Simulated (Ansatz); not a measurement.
# Cs on Ta(100): change of the work function, part 2 of 4

How does one ordered layer of Cs (top site) change the work function of Ta(100), and what dipole does each adsorbate carry?

Ansatz 0.2.0; plane-wave DFT, PBE, Ansatz PAW.

So far, work function, upper face (eV): step 2 (the clean slab) 3.77.

## Step 3: The covered slab

System of this step: Cs/Ta(100). The cell holds 21 atoms: 20 Ta and 1 Cs. Cell: a = 6.620 Å, b = 6.620 Å, c = 28.802 Å, α = 90.0°, β = 90.0°, γ = 90.0°. Vacuum lies along c.

The clean slab as it ended is repeated in the plane and the adsorbate is set on one face; the cell's size fixes the coverage, and the k-mesh shrinks with it to keep the sampling density about even. Adsorbate and upper layers relax, since the dipole depends on the height.

Input file input.yaml:

```yaml
crystal:
  lattice:
    - [6.62, 0.0, 0.0]
    - [0.0, 6.62, 0.0]
    - [0.0, 0.0, 28.8022521395]
  atoms:
    - { symbol: Ta, position: [0.0, 0.0, 0.3124755646] }
    - { symbol: Ta, position: [0.25, 0.25, 0.369936349] }
    - { symbol: Ta, position: [0.0, 0.0, 0.4278543737] }
    - { symbol: Ta, position: [0.25, 0.25, 0.4865049965] }
    - { symbol: Ta, position: [0.0, 0.0, 0.5365987376] }
    - { symbol: Ta, position: [0.0, 0.5, 0.3124755646] }
    - { symbol: Ta, position: [0.25, 0.75, 0.369936349] }
    - { symbol: Ta, position: [0.0, 0.5, 0.4278543737] }
    - { symbol: Ta, position: [0.25, 0.75, 0.4865049965] }
    - { symbol: Ta, position: [0.0, 0.5, 0.5365987376] }
    - { symbol: Ta, position: [0.5, 0.0, 0.3124755646] }
    - { symbol: Ta, position: [0.75, 0.25, 0.369936349] }
    - { symbol: Ta, position: [0.5, 0.0, 0.4278543737] }
    - { symbol: Ta, position: [0.75, 0.25, 0.4865049965] }
    - { symbol: Ta, position: [0.5, 0.0, 0.5365987376] }
    - { symbol: Ta, position: [0.5, 0.5, 0.3124755646] }
    - { symbol: Ta, position: [0.75, 0.75, 0.369936349] }
    - { symbol: Ta, position: [0.5, 0.5, 0.4278543737] }
    - { symbol: Ta, position: [0.75, 0.75, 0.4865049965] }
    - { symbol: Ta, position: [0.5, 0.5, 0.5365987376] }
    - { symbol: Cs, position: [0.0, 0.0, 0.6875244354] }
kpoints:
  mp_grid: { grid: [5, 5, 1] }
hamiltonian:
  xc: pbe
scf:
  occupations: { method: fermi_dirac, width: 0.1 }
  convergence: { dr2_threshold: 1.0e-08 }
efield:
  axis: 3
  dipole_correction: true
  ramp_position: 0.97
  ramp_width: 0.06
relax:
  f_tol: 0.02
  max_steps: 60
  constraints: [{ sites: [0, 1, 5, 6, 10, 11, 15, 16] }]
output:
  bader: true
  dos: { projected: true, e_range: [-8, 4] }
  write_potential: true
  write_density: true
  volumetric_format: npy
  elf: true
```

Command:

```bash
$ ansatz run input.yaml --threads 4 --pin off --max-ram 6144MiB --backend cpu --events-out ev --progress --plain --runs-dir out
```

Output:

```text
[...]
Crystal: 21 atoms, lattice volume = 1262.241 Å³
Basis set: ecut = 420 eV, 24641 PW (Γ), exchange–correlation on 90×90×400 points (8 copies of the dense FFT grid, shifted against one another)
Bands: 162, of which v1, the nominal top of the filled ones, is band 135 counted from 1 (134 counted from 0)
Symmetry: 8 space group operations
[...]
k-points: 6 of 25
[...]
SCF iter   1: F=—  HF=-204306.615617 eV  |F-HF|=—  |Δ(HF+E_count)|=         —  Δρ=1.28e-2  dr2=2.14e2  ethr=1.77e-3  p=1.231 e·Å  D=1.76e-1 V/Å  ΔV_dip=-5.08 eV  dr2_dipole=2.22e2  V_vac-E_F(+/−)=-0.72/4.36 eV  ⟨swp⟩=22.7  Hψ=6197  notcnv=0
[...]
SCF iter  16: F=-204302.142725 eV  HF=-204302.142725 eV  |F-HF|=2.12e-9  |Δ(HF+E_count)|=   1.09e-8  Δρ=2.24e-7  dr2=2.89e-9  ethr=3.72e-12  p=0.534 e·Å  D=7.65e-2 V/Å  ΔV_dip=-2.20 eV  dr2_dipole=9.27e-10  V_vac-E_F(+/−)=1.77/3.97 eV  ⟨swp⟩=19.2  Hψ=7362  notcnv=0
SCF 1 converged in 16 iterations: F = -204302.142725 eV  dr2 = 2.89e-9
[...]
relax step   1: F+E_penalty+E_count = -204302.14272535 eV  Δ(F+E_penalty+E_count) = +0.000e0 eV  max|allowed force component| = 3.943e-1 eV/Å  Δτ_max = 0.0000 Å  (16 SCF iters, accepted)
[...]
SCF iter  10: F=-204302.157265 eV  HF=-204302.157265 eV  |F-HF|=3.78e-10  |Δ(HF+E_count)|=  6.11e-10  Δρ=2.57e-7  dr2=2.11e-9  ethr=3.72e-12  p=0.544 e·Å  D=7.79e-2 V/Å  ΔV_dip=-2.24 eV  dr2_dipole=5.44e-10  V_vac-E_F(+/−)=1.72/3.96 eV  ⟨swp⟩=13.0  Hψ=7208  notcnv=0
SCF 2 converged in 10 iterations: F = -204302.157265 eV  dr2 = 2.11e-9
relax step   2: F+E_penalty+E_count = -204302.15726512 eV  Δ(F+E_penalty+E_count) = -1.454e-2 eV  max|allowed force component| = 4.058e-1 eV/Å  Δτ_max = 0.0847 Å  (10 SCF iters, accepted)
[...]
SCF iter   9: F=-204302.255168 eV  HF=-204302.255168 eV  |F-HF|=3.20e-9  |Δ(HF+E_count)|=  1.75e-10  Δρ=2.76e-7  dr2=5.40e-9  ethr=3.72e-12  p=0.565 e·Å  D=8.10e-2 V/Å  ΔV_dip=-2.33 eV  dr2_dipole=3.08e-10  V_vac-E_F(+/−)=1.63/3.97 eV  ⟨swp⟩=12.5  Hψ=7407  notcnv=0
SCF 3 converged in 9 iterations: F = -204302.255168 eV  dr2 = 5.40e-9
relax step   3: F+E_penalty+E_count = -204302.25516791 eV  Δ(F+E_penalty+E_count) = -9.790e-2 eV  max|allowed force component| = 3.519e-1 eV/Å  Δτ_max = 0.1965 Å  (9 SCF iters, accepted)
[...]
relax step   4: F+E_penalty+E_count = -204302.31778124 eV  Δ(F+E_penalty+E_count) = -6.261e-2 eV  max|allowed force component| = 2.578e-1 eV/Å  Δτ_max = 0.1954 Å  (9 SCF iters, accepted)
[...]
relax step   5: F+E_penalty+E_count = -204302.35612485 eV  Δ(F+E_penalty+E_count) = -3.834e-2 eV  max|allowed force component| = 1.262e-1 eV/Å  Δτ_max = 0.1930 Å  (9 SCF iters, accepted)
[...]
relax step   6: F+E_penalty+E_count = -204302.36378105 eV  Δ(F+E_penalty+E_count) = -7.656e-3 eV  max|allowed force component| = 1.606e-1 eV/Å  Δτ_max = 0.1190 Å  (9 SCF iters, accepted)
[...]
relax step   7: F+E_penalty+E_count = -204302.36711100 eV  Δ(F+E_penalty+E_count) = -3.330e-3 eV  max|allowed force component| = 4.400e-2 eV/Å  Δτ_max = 0.0798 Å  (9 SCF iters, accepted)
SCF iter   1: F=—  HF=-204302.370491 eV  |F-HF|=—  |Δ(HF+E_count)|=         —  Δρ=5.35e-4  dr2=4.32e-2  ethr=1.37e-4  p=0.588 e·Å  D=8.43e-2 V/Å  ΔV_dip=-2.43 eV  dr2_dipole=8.46e-3  V_vac-E_F(+/−)=1.54/3.97 eV  ⟨swp⟩=2.5  Hψ=1438  notcnv=0
[...]
SCF iter   7: F=-204302.368308 eV  HF=-204302.368308 eV  |F-HF|=9.31e-10  |Δ(HF+E_count)|=   3.33e-8  Δρ=4.51e-7  dr2=6.34e-9  ethr=3.72e-12  p=0.589 e·Å  D=8.44e-2 V/Å  ΔV_dip=-2.43 eV  dr2_dipole=3.59e-10  V_vac-E_F(+/−)=1.54/3.97 eV  ⟨swp⟩=12.3  Hψ=7558  notcnv=0
SCF 8 converged in 7 iterations: F = -204302.368308 eV  dr2 = 6.34e-9
relax step   8: F+E_penalty+E_count = -204302.36830833 eV  Δ(F+E_penalty+E_count) = -1.197e-3 eV  max|allowed force component| = 5.866e-3 eV/Å  Δτ_max = 0.0365 Å  (7 SCF iters, accepted)
NSCF: frozen V_eff on 6 k-points
[...]
SCF converged after 7 iterations
Free energy (F): -204302.368308 eV
[...]
Internal energy: -204301.706297 eV  (E = F + TS)
E sigma→0 (E₀):  -204302.037303 eV
Entropy (-TS):   -0.662011 eV (-31.524 meV/atom)
Fermi energy:    3.980975 eV
Dipole field:    D = 0.084458 V/Å  (p = 0.589146 e·Å, saw-weighted, corrected)
Work function:   Φ+ = 1.5360 eV   Φ− = 3.9686 eV
[...]
--- Forces (eV/Å), atoms counted from 1 ---
  atom   1  Ta    -0.00000000     0.00000000     1.39818810
  atom   2  Ta     0.00308295     0.00308295    -1.39306583
  atom   3  Ta    -0.00000000     0.00000000     0.00456612
  atom   4  Ta     0.00551796     0.00551796     0.00586582
  atom   5  Ta    -0.00000000     0.00000000    -0.00204618
  atom   6  Ta    -0.00000000     0.00000000     1.38519549
  atom   7  Ta     0.00308295    -0.00308295    -1.39306583
  atom   8  Ta     0.00000000     0.00000000     0.00251786
  atom   9  Ta     0.00551796    -0.00551796     0.00586582
  atom  10  Ta     0.00000000     0.00000000    -0.00330786
  atom  11  Ta    -0.00000000     0.00000000     1.38519549
  atom  12  Ta    -0.00308295     0.00308295    -1.39306583
  atom  13  Ta     0.00000000     0.00000000     0.00251786
  atom  14  Ta    -0.00551796     0.00551796     0.00586582
  atom  15  Ta     0.00000000     0.00000000    -0.00330786
  atom  16  Ta    -0.00000000     0.00000000     1.38181471
  atom  17  Ta    -0.00308295    -0.00308295    -1.39306583
  atom  18  Ta     0.00000000     0.00000000     0.00130029
  atom  19  Ta    -0.00551796    -0.00551796     0.00586582
  atom  20  Ta     0.00000000     0.00000000    -0.00204753
  atom  21  Cs     0.00000000     0.00000000    -0.00180415
  max |Σ_I F_I| component: 1.77e-5 eV/Å
--- Band table (eV; the first three rows and the last of 6) ---
  k-point 0: bands = [... 131 lower, 3.8789, 3.8937, 4.3955, 4.3955, 4.4356, 4.4356, 4.4985, 4.5470, ... 23 higher]
  k-point 1: bands = [... 131 lower, 3.8251, 3.9931, 4.0158, 4.2066, 4.2067, 4.2869, 4.4623, 4.5192, ... 23 higher]
  k-point 2: bands = [... 131 lower, 3.7037, 3.8129, 3.8285, 4.0695, 4.1482, 4.1682, 4.2658, 4.2916, ... 23 higher]
  k-point 5: bands = [... 131 lower, 3.1957, 3.2854, 3.2942, 3.4388, 3.7273, 4.2568, 4.3133, 4.3157, ... 23 higher]
--- Relaxed structure (8 steps of the walk, 8 accepted, 0 SCFs on fresh bases) ---
  F+E_penalty+E_count = -204302.36830833 eV   max|allowed force component| = 5.866e-3 eV/Å
  atoms:
    - { symbol: Ta, position: [0.0, 0.0, 0.3124755646] }
    - { symbol: Ta, position: [0.25, 0.25, 0.369936349] }
    - { symbol: Ta, position: [0, 0.0, 0.427562] }
    - { symbol: Ta, position: [0.251395, 0.251395, 0.486331] }
    - { symbol: Ta, position: [0, 0.0, 0.534170] }
    - { symbol: Ta, position: [0.0, 0.5, 0.3124755646] }
    - { symbol: Ta, position: [0.25, 0.750000, 0.369936349] }
    - { symbol: Ta, position: [0, 0.5, 0.427580] }
    - { symbol: Ta, position: [0.251395, 0.748605, 0.486331] }
    - { symbol: Ta, position: [0, 0.5, 0.537359] }
    - { symbol: Ta, position: [0.5, 0.0, 0.3124755646] }
    - { symbol: Ta, position: [0.750000, 0.25, 0.369936349] }
    - { symbol: Ta, position: [0.5, 0.0, 0.427580] }
    - { symbol: Ta, position: [0.748605, 0.251395, 0.486331] }
    - { symbol: Ta, position: [0.5, 0.0, 0.537359] }
    - { symbol: Ta, position: [0.5, 0.5, 0.3124755646] }
    - { symbol: Ta, position: [0.750000, 0.750000, 0.369936349] }
    - { symbol: Ta, position: [0.5, 0.5, 0.427701] }
    - { symbol: Ta, position: [0.748605, 0.748605, 0.486331] }
    - { symbol: Ta, position: [0.5, 0.5, 0.538125] }
    - { symbol: Cs, position: [0, 0.0, 0.658645] }
--- Bader charges: 21 sites ---
  site symbol  charge [e]  shift [e]
     0     Ta     -0.1278     0.0000
     1     Ta      0.0613     0.0000
     2     Ta      0.1638     0.0000
     3     Ta      0.0086     0.0000
     4     Ta     -0.2728     0.0001
     5     Ta     -0.1264     0.0000
     6     Ta      0.0613     0.0000
     7     Ta      0.1510     0.0000
     8     Ta      0.0086     0.0000
     9     Ta     -0.2359     0.0000
    10     Ta     -0.1264     0.0000
    11     Ta      0.0613     0.0000
    12     Ta      0.1510     0.0000
    13     Ta      0.0086     0.0000
    14     Ta     -0.2359     0.0000
    15     Ta     -0.1270     0.0000
    16     Ta      0.0613     0.0000
    17     Ta      0.1518     0.0000
    18     Ta      0.0086     0.0000
    19     Ta     -0.1930     0.0000
    20     Cs      0.5479     0.0000
  estimated error of the sums over rays = 8.8e-4 e
```

Elapsed: 7.8 min, on 4 threads of Arm Neoverse V1, shared host; peak memory 4.3 GiB.

Relaxation path:

```
step  energy less that of the first step (eV)  largest force component (eV/Å)
   1                                   0.0000                          0.3943
   2                                  -0.0145                          0.4058
   3                                  -0.1124                          0.3519
   4                                  -0.1751                          0.2578
   5                                  -0.2134                          0.1262
   6                                  -0.2211                          0.1606
   7                                  -0.2244                          0.0440
   8                                  -0.2256                          0.0059
```

Forces are held to the 8 operations that the program found; a distortion that breaks them can't arise in this run.

The atoms that moved most (Å):

| atom | dx | dy | dz | length |
| --- | --- | --- | --- | --- |
| Cs21 | 0.000 | 0.000 | -0.832 | 0.832 |
| Ta5 | 0.000 | 0.000 | -0.070 | 0.070 |
| Ta20 | 0.000 | 0.000 | 0.044 | 0.044 |
| Ta10 | 0.000 | 0.000 | 0.022 | 0.022 |
| Ta15 | 0.000 | 0.000 | 0.022 | 0.022 |
| Ta19 | -0.009 | -0.009 | -0.005 | 0.014 |
| Ta9 | 0.009 | -0.009 | -0.005 | 0.014 |
| Ta14 | -0.009 | 0.009 | -0.005 | 0.014 |

This step gave:

* energy at zero smearing: -204302.0373 eV
* work function, upper face: 1.536 eV
* work function, lower face: 3.969 eV
* dipole along the normal: 0.5891 e·Å
* step between the vacuum levels: -2.433 eV

Running mean over 1.655 Å of the planar mean; the ramp of the sawtooth is left out. The electron's electrostatic potential energy less the Fermi level by z:

z (Å), electron's electrostatic potential energy less the Fermi level (eV) and a bar from the least value:
```
        4        4.0 ##############################
        5        4.0 ##############################
        6        3.8 ##############################
        7        3.0 ############################
        8       -2.6 #################
        9       -9.8 ####
       10      -10.2 ###
       11      -10.1 ###
       12      -10.1 ###
       13       -9.8 ####
       14      -10.7 ##
       15      -11.8 
       16       -6.9 #########
       17        1.1 ########################
       18        1.0 ########################
       19       -0.8 #####################
       20        0.1 #######################
       21        1.2 #########################
       22        1.5 #########################
       23        1.5 #########################
       24        1.5 #########################
       25        1.5 #########################
```

The density of states has structure finer than the step of the table below, so its rows give means over 0.25 eV. Peaks (eV: height): -2.770: 111, -1.260: 46.4, -1.110: 52.1, -0.690: 42.1, 0.300: 44.1, 0.390: 82.0, 0.540: 47.5.

Table of density of states by energy, zero at the Fermi level; means over each step:

energy (eV), density of states (states/eV a cell) and a bar:
```
    -7.75          0 
    -7.50          0 
    -7.25          1 #
    -7.00          1 #
    -6.75          2 #
    -6.50          2 #
    -6.25          1 #
    -6.00          1 #
    -5.75          5 ####
    -5.50          2 ##
    -5.25          5 ####
    -5.00          2 #
    -4.75          8 ######
    -4.50          4 ###
    -4.25         11 ########
    -4.00         12 #########
    -3.75         14 ##########
    -3.50         13 ##########
    -3.25         20 ###############
    -3.00         20 ###############
    -2.75         26 ###################
    -2.50         18 #############
    -2.25         12 ########
    -2.00         13 #########
    -1.75         24 #################
    -1.50         34 ########################
    -1.25         41 ##############################
    -1.00         33 ########################
    -0.75         28 ####################
    -0.50         24 #################
    -0.25         24 ##################
     0.00         13 #########
     0.25         28 #####################
     0.50         39 ############################
     0.75         27 ####################
     1.00         24 ##################
     1.25         23 #################
     1.50         19 ##############
```

Projected DOS per atom over height of the atomic layer and energy from the Fermi level. Layers: Ta4 Ta4 Ta4 Ta4 Ta4 Cs from below.

Values in states/eV, 22 rows by 6 columns, each cell a mean:
```
1.21 0.40 0.59 0.37 1.09 0.26
1.40 0.47 0.60 0.46 1.74 0.41
2.61 0.86 0.77 0.66 2.36 0.96
1.40 0.74 0.63 0.74 1.11 0.60
1.45 1.06 0.91 1.01 1.01 0.28
1.57 0.97 1.25 0.93 1.49 0.73
1.91 1.60 2.03 1.58 2.06 0.23
1.37 1.33 1.17 1.62 1.56 0.02
0.71 0.84 0.37 0.66 0.69 0.02
0.62 0.93 0.68 0.91 0.65 0.02
1.10 1.22 1.00 1.11 1.05 0.05
0.71 0.81 0.87 0.99 0.94 0.02
0.58 0.77 0.95 0.82 0.63 0.04
0.32 0.45 0.63 0.48 0.33 0.02
0.24 0.37 0.34 0.38 0.24 0.01
0.14 0.19 0.16 0.19 0.14 0.01
0.12 0.18 0.17 0.18 0.12 0.01
0.10 0.12 0.09 0.12 0.09 0.01
0.04 0.09 0.12 0.09 0.04 0.00
0.03 0.09 0.11 0.09 0.04 0.00
0.02 0.06 0.07 0.06 0.03 0.00
0.00 0.00 0.00 0.00 0.00 0.00
```
Columns: height of the atomic layer (Å) from 9 to 19.0 (not evenly spaced); rows upwards: energy from the Fermi level (eV) from -7.96 to 1.65.

Electrostatic potential energy in the ca plane at fractional y = 0.000, with atoms of Ta and Cs within 0.2 Å of it. With pseudopotentials it is smooth inside the atoms' cores, unlike the true potential.

Ten even steps from '0' (-61 eV) to '9' (7 eV), each cell a mean:
```
03799962003799840015899865665689999999999999
36899985336899864347899986555789999999999999
78999998778999987788999998767899999999999999
99999999999999999999999999889999999999999999
99999999999999999999999999999999999999999999
89999999889999999889999999999999999999999999
57899987557899986567999999999999999999999999
14799974114799862125899999999999999999999999
02699961002699850004799999999999999999999999
03799962003799851004799999999999999999999999
36899985336899974346899999999999999999999999
78999998778999998778999999999999999999999999
99999999999999999999999999999999999999999999
99999999999999999999999999999999999999999999
89999999889999998889999998888999999999999999
57899987557899976568999986556799999999999999
14799974114799852126899975555689999999999999
02699961002699730005899865665589999999999999
```
Columns run along c (16.0 Å, from fractional 0.32 to 0.88 of the cell; values clipped at the 3rd and 97th percentile), rows up along a (6.6 Å). Atoms in or near the plane, at fractional coordinates: Ta at (0.43, 0.00), Ta at (0.53, 0.00), Ta at (0.43, 0.50), Ta at (0.54, 0.50), Cs at (0.66, 0.00).

ELF in the ca plane at fractional y = 0.000, with atoms of Ta and Cs within 0.2 Å of it. It is the smooth field of the valence electrons, not physical close to the nuclei.

Ten even steps from '0' (0.00) to '9' (0.88), each cell a mean:
```
57335237457334366476211598216996200011110000
74355425775245336763111389889984100011110000
33455532222356532321121159999862000011100000
45654554334555555322221015777531000011000000
56654565444544566532232001222100000010000000
34555543222455553221122100000000000000000000
53356423553256434552112210000000000000000000
76345327777235347676212221100000000000000000
37334237227324366147322332211110000000000000
57335237457324357467312322111000000000000000
74355425775246436774112221000000000000000000
33455532222355533321122210000000000000000000
45654554334555565422222100011000000000000000
56654565444554566433331002455310000011000000
34555543222455543211221137998741000011100000
53356423553256434542121279999973100011110000
76345327776235357675211499658985200011110000
37334247227324374167211597105996200011110000
```
Columns run along c (16.0 Å, from fractional 0.32 to 0.88 of the cell), rows up along a (6.6 Å). Atoms in or near the plane, at fractional coordinates: Ta at (0.43, 0.00), Ta at (0.53, 0.00), Ta at (0.43, 0.50), Ta at (0.54, 0.50), Cs at (0.66, 0.00).

Valence density in the ca plane at fractional y = 0.000, with atoms of Ta and Cs within 0.2 Å of it. It is the smooth field of the valence electrons, not physical close to the nuclei.

Ten even steps from '0' (0.0 e/Å³) to '9' (4.3 e/Å³), each cell a mean:
```
96100027997100159993000012112200000000000000
52100013653100025641000002222100000000000000
10000000110000001110000000111000000000000000
00000000000000000000000000000000000000000000
00000000000000000000000000000000000000000000
00000000000000000000000000000000000000000000
31000001331000012321000000000000000000000000
84100015985100027983000000000000000000000000
97200028997200149895100000000000000000000000
96100027997100138994000000000000000000000000
52100013653100014651000000000000000000000000
10000000110000001110000000000000000000000000
00000000000000000000000000000000000000000000
00000000000000000000000000000000000000000000
00000000000000000000000000000000000000000000
31000001331000012320000001221100000000000000
84100015985100138972000012212100000000000000
97200028997200169894000012001200000000000000
```
Columns run along c (16.0 Å, from fractional 0.32 to 0.88 of the cell), rows up along a (6.6 Å). Atoms in or near the plane, at fractional coordinates: Ta at (0.43, 0.00), Ta at (0.53, 0.00), Ta at (0.43, 0.50), Ta at (0.54, 0.50), Cs at (0.66, 0.00).

The relaxation took 8 steps and lowered the energy by 0.23 eV; the largest force on the free atoms ends at 0.0059 eV/Å.

By hand: a sheet of dipoles makes a step −p/(ε₀A) in the electron's potential. With e/ε₀ = 180.95 V·Å, p = 0.5891 e·Å and A = 43.82 Å², that is −180.95 × (0.5891) / 43.82 = -2.433 eV, and the two vacuum levels of the run differ by -2.433 eV.

The covered face has 1.54 eV, -2.23 eV against the clean one; the bare back face has moved by +0.00 eV, a measure of how thin the slab is.

## Step 4: Work function against coverage

This step: plane-wave DFT, PBE, Ansatz PAW; work function against coverage (Ansatz 0.2.0).

The runs are now put side by side.

This step gave:

```
work function of the clean face     : 3.765 eV
largest change of the work function : -2.230 eV
```

Table of work function of the covered face by coverage:

```
coverage (adsorbates/nm²)  work function of the covered face (eV)
                    0.000                                    3.77
                    2.282                                    1.54
```

The dipole per adsorbate comes from the change of the cell's dipole. Coverage, by row:

```csv
coverage (1/nm²),coverage (ML),work function (eV),change (eV),"dipole per adsorbate, positive end outwards (debye)",mean height of the added atoms over the highest substrate atom (Å)
2.282,0.25,1.536,-2.229,2.599,3.471
```

(Part 2 of 4 ends here.)

[Long decimals in the printed logs are rounded to 6 places.]

[Logs are printed without paths, hosts, clocks, repeated set-up lines and the standing remarks that a program may print on its own settings, such as how far it seeks lower states.]

[Hosts, paths, dates, database ids (printed as entryN), source tags and the programs' standing remarks are cut or masked in the printed files.]

[Maps of the electrostatic potential energy from Ansatz leave out the sawtooth potential of an applied field or a dipole correction, so their vacuum need not be flat; planar profiles and work functions include it.]

[The density of states shown here was stored with 400 of the rows of the run's finer table, so its peaks can read low, often by over a quarter, or be missed, and its means over a window can be off by a tenth or more.]
